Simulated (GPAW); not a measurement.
## A 2-layer slab of Mo(111) in an electric field

Aim: the dipole that a field along the normal induces in a 2-layer slab of Mo(111).

Method: GPAW, PAW setups; slab in vacuum, in GPAW 26.7.0.

## 1. Set-up

The cell holds 2 atoms: 2 Mo. Cell: a = 4.455 Å, b = 4.455 Å, c = 16.909 Å, α = 90.0°, β = 90.0°, γ = 60.0°. Vacuum lies along c.

## 2. Relaxation

The atoms are relaxed first, since the surface dipole, and with it the work function, follows the positions of the outer layers. The lowest 1 atoms are held at bulk positions and keep their forces.

Input file run.py:

```python
import json
import numpy as np
from ase import Atoms
from ase.constraints import FixAtoms
from ase.optimize import BFGS
from gpaw import GPAW, PW

slab = Atoms(
    ['Mo', 'Mo'],
    positions=[
        [4.45477, 2.57196, 8.00000],
        [0.00000, 0.00000, 8.90933]],
    cell=[[4.45477, 0.0, 0.0], [2.22739, 3.85795, 0.0], [0.0, 0.0, 16.90933]],
    pbc=[True, True, False])

slab.calc = GPAW(mode=PW(400), xc='PBE', kpts={'size': (8, 8, 1), 'gamma': True},
                 occupations={'name': 'fermi-dirac', 'width': 0.1}, nbands='140%',
                 convergence={'density': 0.0001}, maxiter=200,
                 poissonsolver={'dipolelayer': 'xy'},
                 symmetry={'tolerance': 1e-3}, txt='slab.txt')
result = {}
slab.set_constraint(FixAtoms([0]))
path = []
opt = BFGS(slab, maxstep=0.2)
opt.attach(lambda: path.append((slab.get_potential_energy(), slab.positions.tolist(), slab.get_forces().tolist())))
result['relaxed'] = bool(opt.run(fmax=0.05, steps=30))
result['path'] = path
energy = slab.get_potential_energy()
fermi = slab.calc.get_fermi_level()
v = slab.calc.get_electrostatic_potential().mean((0, 1)) - fermi
n = slab.calc.get_pseudo_density().mean((0, 1))
L = slab.cell[2, 2]
z = np.arange(len(v)) * L / len(v)
low, high = slab.positions[:, 2].min(), slab.positions[:, 2].max()
below, above = np.interp([low - 5.8, high + 5.8], z, v)
slopes = [np.interp(x, z, np.gradient(v, z)) for x in (low - 5.8, high + 5.8)]
eps = np.array([[slab.calc.get_eigenvalues(k, s) for k in range(len(slab.calc.get_ibz_k_points()))]
                for s in range(slab.calc.get_number_of_spins())]) - fermi
top, bottom = eps[eps < 0].max(), eps[eps > 0].min()
dipole = slab.get_dipole_moment()[2]
print(f'energy {energy:.4f} eV, Fermi level {fermi:.4f} eV, dipole {dipole:.5f} e A')
print(f'potential 5.8 A off the faces, from the Fermi level: lower {below:.4f} eV, upper {above:.4f} eV')
print(f'slope of the potential there: lower {slopes[0]:.5f}, upper {slopes[1]:.5f} eV/A')
print(f'nearest levels on the mesh: {top:.4f} and {bottom:.4f} eV')
print('magnetic moment', round(slab.get_magnetic_moment(), 3))
result.update(energy=energy, fermi=fermi, dipole=dipole, below=below, above=above, slopes=slopes, edges=[top, bottom],
              z=z.tolist(), v=v.tolist(), n=n.tolist(), positions=slab.positions.tolist(),
              forces=slab.get_forces(apply_constraint=False).tolist(), moments=slab.get_magnetic_moments().tolist())
json.dump(result, open('result.json', 'w'))
```

Run with:

```console
> OMP_NUM_THREADS=1 OPENBLAS_NUM_THREADS=1 python run.py
```

The program printed:

```text
Step          Energy          fmax
BFGS:    0      -14.908877        1.974447
BFGS:    1      -14.963964        1.930392
BFGS:    2      -15.276087        0.966023
BFGS:    3      -15.292925        0.716810
BFGS:    4      -15.328401        0.069275
BFGS:    5      -15.328650        0.012388
energy -15.3024 eV, Fermi level -2.3504 eV, dipole 0.00030 e A
potential 5.8 A off the faces, from the Fermi level: lower 4.3247 eV, upper 4.3247 eV
slope of the potential there: lower -0.00014, upper 0.00018 eV/A
nearest levels on the mesh: -0.1124 and 0.1242 eV
magnetic moment 0.0
```

Elapsed: 3.8 min, on 1 thread of AMD EPYC 7R43, shared host; peak memory 0.2 GiB.

Step by step:

| step | energy less that of the first step (eV) | largest force (eV/Å) |
| --- | --- | --- |
| 1 | 0.0000 | 1.9744 |
| 2 | -0.0601 | 1.9304 |
| 3 | -0.4082 | 0.9660 |
| 4 | -0.4179 | 0.7168 |
| 5 | -0.4644 | 0.0693 |
| 6 | -0.4651 | 0.0124 |

The atoms that moved most (Å):

| atom | dx | dy | dz | length |
| --- | --- | --- | --- | --- |
| Mo2 | 0.000 | 0.000 | -0.334 | 0.334 |

Final coordinates:

```cif
data_structure
_symmetry_space_group_name_H-M 'P 1'
_symmetry_Int_Tables_number 1
_cell_length_a 4.4548
_cell_length_b 4.4548
_cell_length_c 16.9093
_cell_angle_alpha 90.000
_cell_angle_beta 90.000
_cell_angle_gamma 60.000
_cell_volume 290.61
loop_
_atom_site_label
_atom_site_type_symbol
_atom_site_fract_x
_atom_site_fract_y
_atom_site_fract_z
_atom_site_occupancy
Mo1 Mo 0.66667 0.66667 0.47311 1
Mo2 Mo 0.00000 0.00000 0.50714 1
```

This step gave:

| Quantity | Value |
| --- | --- |
| dipole along the normal | 2.96e-4 e·Å |
| levels nearest the Fermi level on the mesh | -0.1124, 0.1242 eV from the Fermi level |
| upper work function | 4.325 eV |
| lower work function | 4.325 eV |

Electrostatic potential energy of an electron (without an applied field's), less the Fermi level, planar mean against z:

| z (Å) | electrostatic potential energy of an electron (without an applied field's), less the Fermi level, planar mean (eV) |
| --- | --- |
| 0 | 4.32 |
| 1 | 4.32 |
| 2 | 4.32 |
| 3 | 4.32 |
| 4 | 4.32 |
| 5 | 4.30 |
| 6 | 4.06 |
| 7 | 1.61 |
| 8 | -14.7 |
| 9 | -6.07 |
| 10 | 3.32 |
| 11 | 4.23 |
| 12 | 4.32 |
| 13 | 4.32 |
| 14 | 4.32 |
| 15 | 4.32 |
| 16 | 4.32 |

Pseudo valence density, planar mean against z:

z (Å), pseudo valence density, planar mean (e/Å³) and a bar:
```
     0.00       0.00 
     0.63       0.00 
     1.06       0.00 
     1.69       0.00 
     2.33       0.00 
     2.96       0.00 
     3.38       0.00 
     4.02       0.00 
     4.65       0.00 
     5.28       0.00 
     5.71       0.00 
     6.34       0.02 
     6.98       0.08 ##
     7.40       0.27 ########
     8.03       1.08 ##############################
     8.67       0.98 ###########################
     9.30       0.19 #####
     9.72       0.06 ##
    10.36       0.01 
    10.99       0.00 
    11.41       0.00 
    12.05       0.00 
    12.68       0.00 
    13.32       0.00 
    13.74       0.00 
    14.37       0.00 
    15.01       0.00 
    15.64       0.00 
    16.06       0.00 
    16.70       0.00
```

The relaxation lowered the energy of the cell by 0.465 eV (energies extrapolated to zero smearing; the optimiser's log prints free energies). The largest force left on a free atom is 0.012 eV/Å.

## 3. Plane waves, PBE

With the geometry fixed, the planar mean of the potential gives the vacuum level on each side.

Changes to run.py since step 2:

```diff
@@ -3,4 +3,2 @@
 from ase import Atoms
-from ase.constraints import FixAtoms
-from ase.optimize import BFGS
 from gpaw import GPAW, PW
@@ -11,3 +9,3 @@
         [4.45477, 2.57196, 8.00000],
-        [0.00000, 0.00000, 8.90933]],
+        [-0.00000, 0.00000, 8.57543]],
     cell=[[4.45477, 0.0, 0.0], [2.22739, 3.85795, 0.0], [0.0, 0.0, 16.90933]],
@@ -17,3 +15,3 @@
                  occupations={'name': 'fermi-dirac', 'width': 0.1}, nbands='140%',
-                 convergence={'density': 0.0001}, maxiter=200,
+                 convergence={'density': 1e-05}, maxiter=200,
                  poissonsolver={'dipolelayer': 'xy'},
@@ -21,8 +19,2 @@
 result = {}
-slab.set_constraint(FixAtoms([0]))
-path = []
-opt = BFGS(slab, maxstep=0.2)
-opt.attach(lambda: path.append((slab.get_potential_energy(), slab.positions.tolist(), slab.get_forces().tolist())))
-result['relaxed'] = bool(opt.run(fmax=0.05, steps=30))
-result['path'] = path
 energy = slab.get_potential_energy()
```

The program printed:

```text
energy -15.3024 eV, Fermi level -2.3505 eV, dipole 0.00001 e A
potential 5.8 A off the faces, from the Fermi level: lower 4.3247 eV, upper 4.3248 eV
slope of the potential there: lower -0.00009, upper 0.00012 eV/A
nearest levels on the mesh: -0.1124 and 0.1242 eV
magnetic moment 0.0
```

The job ended after 55 s (1 thread; peak memory 0.2 GiB).

Numbers from this step:

- dipole along the normal: 5.39e-6 e·Å

Electrostatic potential energy of an electron (without an applied field's), less the Fermi level, planar mean against z:

z (Å), electrostatic potential energy of an electron (without an applied field's), less the Fermi level, planar mean (eV) and a bar from the least value:
```
      0.0        4.3 ##############################
      0.5        4.3 ##############################
      1.0        4.3 ##############################
      1.5        4.3 ##############################
      2.0        4.3 ##############################
      2.5        4.3 ##############################
      3.0        4.3 ##############################
      3.5        4.3 ##############################
      4.0        4.3 ##############################
      4.5        4.3 ##############################
      5.0        4.3 ##############################
      5.5        4.2 ##############################
      6.0        4.1 ##############################
      6.5        3.5 #############################
      7.0        1.6 ##########################
      7.5       -4.5 #################
      8.0      -14.7 #
      8.5      -15.6 
      9.0       -6.1 ##############
      9.5        1.1 #########################
     10.0        3.3 ############################
     10.5        4.0 ##############################
     11.0        4.2 ##############################
     11.5        4.3 ##############################
     12.0        4.3 ##############################
     12.5        4.3 ##############################
     13.0        4.3 ##############################
     13.5        4.3 ##############################
     14.0        4.3 ##############################
     14.5        4.3 ##############################
     15.0        4.3 ##############################
     15.5        4.3 ##############################
     16.0        4.3 ##############################
     16.5        4.3 ##############################
```

Table of pseudo valence density, planar mean by z:

z (Å), pseudo valence density, planar mean (e/Å³) and a bar:
```
     0.00       0.00 
     0.63       0.00 
     1.06       0.00 
     1.69       0.00 
     2.33       0.00 
     2.96       0.00 
     3.38       0.00 
     4.02       0.00 
     4.65       0.00 
     5.28       0.00 
     5.71       0.00 
     6.34       0.02 
     6.98       0.08 ##
     7.40       0.27 ########
     8.03       1.08 ##############################
     8.67       0.98 ###########################
     9.30       0.19 #####
     9.72       0.06 ##
    10.36       0.01 
    10.99       0.00 
    11.41       0.00 
    12.05       0.00 
    12.68       0.00 
    13.32       0.00 
    13.74       0.00 
    14.37       0.00 
    15.01       0.00 
    15.64       0.00 
    16.06       0.00 
    16.70       0.00
```

The potential is flat to 1.2e-4 eV/Å where it is read, so the vacuum is wide enough.

## 4. Field on

A uniform field along the normal polarises the slab; the atoms stay fixed, so this is the electronic response alone.

Changes to run.py since step 3:

```diff
@@ -4,2 +4,3 @@
 from gpaw import GPAW, PW
+from gpaw.external import ConstantElectricField
 
@@ -17,2 +18,3 @@
                  poissonsolver={'dipolelayer': 'xy'},
+                 external=ConstantElectricField(-0.2, [0, 0, 1]),
                  symmetry={'tolerance': 1e-3}, txt='slab.txt')
```

The program printed:

```text
energy -15.3100 eV, Fermi level -2.3299 eV, dipole -0.07676 e A
potential 5.8 A off the faces, from the Fermi level: lower 3.8939 eV, upper 4.7019 eV
slope of the potential there: lower -0.00006, upper 0.00021 eV/A
nearest levels on the mesh: -0.1127 and 0.1246 eV
magnetic moment 0.0
```

The job ended after 90 s (1 thread; peak memory 0.26 GiB).

This step gave:

| Property | Result |
| --- | --- |
| dipole along the normal | -0.07676 e·Å |
| levels nearest the Fermi level on the mesh | -0.1127, 0.1246 eV from the Fermi level |
| potential below the slab, the applied field's own ramp left out | 3.894 eV from the Fermi level |
| potential above the slab, the applied field's own ramp left out | 4.702 eV from the Fermi level |

Electrostatic potential energy of an electron (without an applied field's), less the Fermi level, planar mean against z:

z (Å), electrostatic potential energy of an electron (without an applied field's), less the Fermi level, planar mean (eV) and a bar from the least value:
```
        0        4.3 #############################
        1        3.9 #############################
        2        3.9 #############################
        3        3.9 #############################
        4        3.9 #############################
        5        3.9 #############################
        6        3.7 ############################
        7        1.3 #########################
        8      -14.7 
        9       -6.0 ##############
       10        3.6 ############################
       11        4.6 ##############################
       12        4.7 ##############################
       13        4.7 ##############################
       14        4.7 ##############################
       15        4.7 ##############################
       16        4.7 ##############################
```

The dipole is now -0.0768 e Å, against 5.4e-6 in the run without a field.

## 5. In a field

Changes to run.py since step 4:

```diff
@@ -18,3 +18,3 @@
                  poissonsolver={'dipolelayer': 'xy'},
-                 external=ConstantElectricField(-0.2, [0, 0, 1]),
+                 external=ConstantElectricField(-0.1, [0, 0, 1]),
                  symmetry={'tolerance': 1e-3}, txt='slab.txt')
```

The program printed:

```text
energy -15.3043 eV, Fermi level -2.3390 eV, dipole -0.03836 e A
potential 5.8 A off the faces, from the Fermi level: lower 4.1078 eV, upper 4.5116 eV
slope of the potential there: lower -0.00007, upper 0.00016 eV/A
nearest levels on the mesh: -0.1125 and 0.1243 eV
magnetic moment 0.0
```

Elapsed: 89 s, on 1 thread; peak memory 0.26 GiB.

Numbers from this step:

| Property | Result |
| --- | --- |
| dipole along the normal | -0.03836 e·Å |
| levels nearest the Fermi level on the mesh | -0.1125, 0.1243 eV from the Fermi level |
| potential below the slab, the applied field's own ramp left out | 4.108 eV from the Fermi level |
| potential above the slab, the applied field's own ramp left out | 4.512 eV from the Fermi level |

Electrostatic potential energy of an electron (without an applied field's), less the Fermi level, planar mean against z:

| z (Å) | electrostatic potential energy of an electron (without an applied field's), less the Fermi level, planar mean (eV) |
| --- | --- |
| 0.0 | 4.31 |
| 0.5 | 4.11 |
| 1.0 | 4.11 |
| 1.5 | 4.11 |
| 2.0 | 4.11 |
| 2.5 | 4.11 |
| 3.0 | 4.11 |
| 3.5 | 4.11 |
| 4.0 | 4.11 |
| 4.5 | 4.10 |
| 5.0 | 4.09 |
| 5.5 | 4.03 |
| 6.0 | 3.86 |
| 6.5 | 3.30 |
| 7.0 | 1.46 |
| 7.5 | -4.62 |
| 8.0 | -14.7 |
| 8.5 | -15.6 |
| 9.0 | -6.01 |
| 9.5 | 1.19 |
| 10.0 | 3.47 |
| 10.5 | 4.18 |
| 11.0 | 4.41 |
| 11.5 | 4.48 |
| 12.0 | 4.50 |
| 12.5 | 4.51 |
| 13.0 | 4.51 |
| 13.5 | 4.51 |
| 14.0 | 4.51 |
| 14.5 | 4.51 |
| 15.0 | 4.51 |
| 15.5 | 4.51 |
| 16.0 | 4.51 |
| 16.5 | 4.51 |

The dipole is now -0.0384 e Å, against 5.4e-6 in the run without a field.

## 6. In a field

Changes to run.py since step 5:

```diff
@@ -18,3 +18,3 @@
                  poissonsolver={'dipolelayer': 'xy'},
-                 external=ConstantElectricField(-0.1, [0, 0, 1]),
+                 external=ConstantElectricField(-0.05, [0, 0, 1]),
                  symmetry={'tolerance': 1e-3}, txt='slab.txt')
```

The program printed:

```text
energy -15.3029 eV, Fermi level -2.3445 eV, dipole -0.01919 e A
potential 5.8 A off the faces, from the Fermi level: lower 4.2159 eV, upper 4.4178 eV
slope of the potential there: lower -0.00008, upper 0.00014 eV/A
nearest levels on the mesh: -0.1124 and 0.1242 eV
magnetic moment 0.0
```

The job ended after 2.3 min (1 thread; peak memory 0.26 GiB).

## 7. In a field

Changes to run.py since step 6:

```diff
@@ -18,3 +18,3 @@
                  poissonsolver={'dipolelayer': 'xy'},
-                 external=ConstantElectricField(-0.05, [0, 0, 1]),
+                 external=ConstantElectricField(0.05, [0, 0, 1]),
                  symmetry={'tolerance': 1e-3}, txt='slab.txt')
```

The program printed:

```text
energy -15.3029 eV, Fermi level -2.3571 eV, dipole 0.01915 e A
potential 5.8 A off the faces, from the Fermi level: lower 4.4344 eV, upper 4.2327 eV
slope of the potential there: lower -0.00011, upper 0.00011 eV/A
nearest levels on the mesh: -0.1124 and 0.1242 eV
magnetic moment 0.0
```

Wall time 99 s (1 thread); peak memory 0.26 GiB.

## 8. In a field

Changes to run.py since step 7:

```diff
@@ -18,3 +18,3 @@
                  poissonsolver={'dipolelayer': 'xy'},
-                 external=ConstantElectricField(0.05, [0, 0, 1]),
+                 external=ConstantElectricField(0.1, [0, 0, 1]),
                  symmetry={'tolerance': 1e-3}, txt='slab.txt')
```

The program printed:

```text
energy -15.3043 eV, Fermi level -2.3644 eV, dipole 0.03833 e A
potential 5.8 A off the faces, from the Fermi level: lower 4.5450 eV, upper 4.1414 eV
slope of the potential there: lower -0.00012, upper 0.00010 eV/A
nearest levels on the mesh: -0.1125 and 0.1243 eV
magnetic moment 0.0
```

Run time: 2.4 min. Hardware: 1 thread; peak memory 0.27 GiB.

Table of electrostatic potential energy of an electron (without an applied field's), less the Fermi level, planar mean by z:

| z (Å) | electrostatic potential energy of an electron (without an applied field's), less the Fermi level, planar mean (eV) |
| --- | --- |
| 0.0 | 4.34 |
| 0.5 | 4.55 |
| 1.0 | 4.55 |
| 1.5 | 4.54 |
| 2.0 | 4.55 |
| 2.5 | 4.54 |
| 3.0 | 4.54 |
| 3.5 | 4.54 |
| 4.0 | 4.54 |
| 4.5 | 4.54 |
| 5.0 | 4.52 |
| 5.5 | 4.46 |
| 6.0 | 4.27 |
| 6.5 | 3.67 |
| 7.0 | 1.76 |
| 7.5 | -4.42 |
| 8.0 | -14.6 |
| 8.5 | -15.6 |
| 9.0 | -6.13 |
| 9.5 | 0.976 |
| 10.0 | 3.18 |
| 10.5 | 3.85 |
| 11.0 | 4.05 |
| 11.5 | 4.11 |
| 12.0 | 4.13 |
| 12.5 | 4.14 |
| 13.0 | 4.14 |
| 13.5 | 4.14 |
| 14.0 | 4.14 |
| 14.5 | 4.14 |
| 15.0 | 4.14 |
| 15.5 | 4.14 |
| 16.0 | 4.14 |
| 16.5 | 4.15 |

The dipole is now 0.0383 e Å, against 5.4e-6 in the run without a field.

(Continued in part 2 of 2.)

[Logs are printed without paths, hosts, clocks, repeated set-up lines and the standing remarks that a program may print on its own settings, such as how far it seeks lower states.]

[Hosts, paths, dates, database ids (printed as entryN), source tags and the programs' standing remarks are cut or masked in the printed files.]
